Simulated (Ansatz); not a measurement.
# Is WC (Qusongite, P-6m2) stable when the ions move?

Wanted: self-consistent phonon frequencies, thermal pressure and a stability verdict for WC (Qusongite).

Calculated with Ansatz 0.2.0; DFT PBEsol, scalar-relativistic, plane waves, PAW; PAW set soft_1.

Most raw output is cut from this account.

## 1. Starting point

The structure is hexagonal, space group P-6m2 (No. 187). Conventional cell: a = 2.907 Å, b = 2.907 Å, c = 2.837 Å, α = 90.00°, β = 90.00°, γ = 120.00°. Nearest to W lie 6 C at 2.20 Å. Nearest to C lie 6 W at 2.20 Å. Farther neighbours are not listed.

## 2. Probe on a coarse mesh

Before spending time, one coarse run tells the gap and the pressure of the starting cell.

File input.yaml:

```yaml
crystal:
  lattice:
    - [2.9065, 0.0, 0.0]
    - [-1.45325, 2.5171028361, 0.0]
    - [0.0, 0.0, 2.8366]
  atoms:
    - { symbol: W, position: [0.0, 0.0, 0.0] }
    - { symbol: C, position: [0.6666666667, 0.3333333333, 0.5] }
kpoints:
  mp_grid: { grid: [9, 9, 6] }
hamiltonian:
  xc: pbesol
  pseudopotentials: { kind: paw, azcp: { folder: soft_1 }, xc_functional: pbe }
scf:
  occupations: { method: gaussian, width: 0.1 }
  lower_state_search: "off"
output:
  forces: true
  stress: true
  eigenvalues: true
```

On the command line:

```bash
$ ansatz run input.yaml --threads 8 --pin off --max-ram 16384MiB --backend cpu --events-out ev --progress --plain --runs-dir out
```

It took 0.88 s on 8 threads of Arm Neoverse V2, shared host; peak memory 0.28 GiB; 2 s of CPU time.

Numbers from this step:

| Item | Value |
| --- | --- |
| pressure | -3.208 GPa |
| volume per atom | 10.38 Å³/atom |
| gap on the k-mesh | 0 eV |

The start is under -3.2 GPa at this level and looks like a metal on this mesh.

## 3. Finding the static equilibrium

Phonons are second derivatives about a minimum, so cell and atoms are relaxed first, inside the symmetry of the start.

Edit input.yaml of step 2 so:

```diff
@@ -9,3 +9,3 @@
 kpoints:
-  mp_grid: { grid: [9, 9, 6] }
+  mp_grid: { grid: [18, 18, 14] }
 hamiltonian:
@@ -20 +20,10 @@
   eigenvalues: true
+  write_density: true
+  write_potential: true
+  elf: true
+  volumetric_format: npy
+relax:
+  adjacent_minimum: "off"
+  f_tol: 0.005
+  max_steps: 80
+  cell: { stress_tol: 0.05 }
```

The job ended after 6.4 s (8 threads; peak memory 0.45 GiB).

Relaxation path:

| step | energy less that of the first step (eV) | largest force component (eV/Å) | pressure (GPa) | volume (Å³) |
| --- | --- | --- | --- | --- |
| 1 | 0.0000 | 0.0000 | -3.43 | 20.75 |
| 2 | -0.0016 | 0.0000 | 1.92 | 20.48 |
| 3 | -0.0021 | 0.0000 | 0.05 | 20.58 |
| 4 | -0.0021 | 0.0000 | -0.06 | 20.58 |
| 5 | -0.0021 | 0.0000 | 0.00 | 20.58 |
| 6* | -0.0019 | 0.0000 | -0.01 | 20.58 |

Relaxation steps marked * repeat the geometry before them on a plane-wave basis chosen anew for their cell, so energy and pressure can jump there.

The run keeps the 12 symmetry operations that it works with, so distortions that break them were not tested.

| conventional cell, symmetrised | before | after | change |
| --- | --- | --- | --- |
| a (Å) | 2.907 | 2.899 | -0.3 % |
| b (Å) | 2.907 | 2.899 | -0.3 % |
| c (Å) | 2.837 | 2.828 | -0.3 % |
| volume (Å³/atom) | 10.38 | 10.29 | -0.8 % |

Final coordinates:

```xyz
2
Lattice="2.8986 0.0000 0.0000 -1.4493 2.5103 0.0000 0.0000 0.0000 2.8281" Properties=species:S:1:pos:R:3 pbc="T T T"
W     0.0000    0.0000    0.0000
C     1.4493    0.8368    1.4140
```

Numbers from this step:

```yaml
pressure: -0.01179 GPa
volume_per_atom: 10.29 Å³/atom
```

ELF in the ac plane at fractional y = 0.000, with atoms of W within 0.2 Å of it. It is the smooth field of the valence electrons, not physical close to the nuclei.

Ten even steps from '0' (0.01) to '9' (0.73):
```
248973344337984
789852344325898
998632455423689
875323566532357
432235788753223
223457888875432
444578888887544
444578888887544
223457888875432
432235788753223
875323566532357
998632455423689
789852344325898
248973344337984
027973344337972
```
Columns run along a (2.9 Å), rows up along c (2.8 Å). Atoms in or near the plane, at fractional coordinates: W at (0.00, 0.00).

Electrostatic potential energy in the ac plane at fractional y = 0.000, with atoms of W within 0.2 Å of it. With pseudopotentials it is smooth inside the atoms' cores, unlike the true potential.

Values in eV, 15 rows by 15 columns:
```
-24 -25 -26 -23 -12   4  14  18  18  14   4 -12 -23 -26 -25
-26 -26 -25 -20  -7   8  16  19  19  16   8  -7 -20 -25 -26
-25 -24 -20 -11   2  13  17  20  20  17  13   2 -11 -20 -24
-16 -14  -8   1  11  16  19  20  20  19  16  11   1  -8 -14
  1   2   7  12  16  18  19  19  19  19  18  16  12   7   2
 13  13  15  17  19  19  19  19  19  19  19  19  17  15  13
 17  17  18  19  20  20  19  18  18  19  20  20  19  18  17
 17  17  18  19  20  20  19  18  18  19  20  20  19  18  17
 13  13  15  17  19  19  19  19  19  19  19  19  17  15  13
  1   2   7  12  16  18  19  19  19  19  18  16  12   7   2
-16 -14  -8   1  11  16  19  20  20  19  16  11   1  -8 -14
-25 -24 -20 -11   2  13  17  20  20  17  13   2 -11 -20 -24
-26 -26 -25 -20  -7   8  16  19  19  16   8  -7 -20 -25 -26
-24 -25 -26 -23 -12   4  14  18  18  14   4 -12 -23 -26 -25
-22 -24 -26 -24 -14   3  14  18  18  14   3 -14 -24 -26 -24
```
Columns run along a (2.9 Å; values clipped at the 3rd and 97th percentile), rows up along c (2.8 Å). Atoms in or near the plane, at fractional coordinates: W at (0.00, 0.00).

Valence density in the ac plane at fractional y = 0.000, with atoms of W within 0.2 Å of it. It is the smooth field of the valence electrons, not physical close to the nuclei.

Ten even steps from '_' (0.4 e/Å³) to '@' (5.8 e/Å³):
```
@@@@@@**::____________::**@@@@
@@@@##==..____________..==##@@
##**==::________________::==**
--::..____________________..::
______________________________
______________________________
______________________________
______________________________
______________________________
______________________________
--::..____________________..::
##**==::________________::==**
@@@@##==..____________..==##@@
@@@@@@**::____________::**@@@@
%%@@@@**::____________::**@@@@
```
Columns run along a (2.9 Å), rows up along c (2.8 Å). Atoms in or near the plane, at fractional coordinates: W at (0.00, 0.00).

The relaxation ends with a pressure of -0.01 GPa.

## 4. Relaxing to small residual forces and stress

The relaxation is repeated with tighter thresholds on force and stress, since phonons are sensitive to what is left; a change of mesh or smearing in the input moves the cell too.

File input.yaml:

```yaml
crystal:
  lattice:
    - [2.898612735, 0.0, 0.0]
    - [-1.4493063675, 2.5102722643, 0.0]
    - [0.0, 0.0, 2.8280563979]
  atoms:
    - { symbol: W, position: [0.0, 0.0, 0.0] }
    - { symbol: C, position: [0.6666666667, 0.3333333333, 0.5] }
kpoints:
  mp_grid: { grid: [18, 18, 15] }
hamiltonian:
  xc: pbesol
  pseudopotentials: { kind: paw, azcp: { folder: soft_1 }, xc_functional: pbe }
scf:
  occupations: { method: methfessel_paxton, width: 0.2 }
  lower_state_search: "off"
output:
  forces: true
  stress: true
  eigenvalues: true
relax:
  adjacent_minimum: "off"
  f_tol: 0.001
  max_steps: 60
  cell: { stress_tol: 0.01 }
```

Wall time 3.9 s (8 threads); peak memory 0.45 GiB.

Little changed from the start: no atom moved by 0.005 Å and no cell edge by 0.1 %.

This step gave:

```yaml
pressure: 2.45e-4 GPa
```

The residual pressure is 2.5e-4 GPa, small enough for phonons.

## 5. Summary of results

| Item | Value |
| --- | --- |
| phonons at temperature | not obtained |

**Reading.** The sampling at temperature was not started, because a trial frame showed that it would not fit the time allowed; the session ends with the prepared cell.

[Logs are printed without paths, hosts, clocks, repeated set-up lines and the standing remarks that a program may print on its own settings, such as how far it seeks lower states.]

[Hosts, paths, dates, database ids (printed as entryN), source tags and the programs' standing remarks are cut or masked in the printed files.]

[A step with changed settings may run another functional than the one named; its input shows which.]
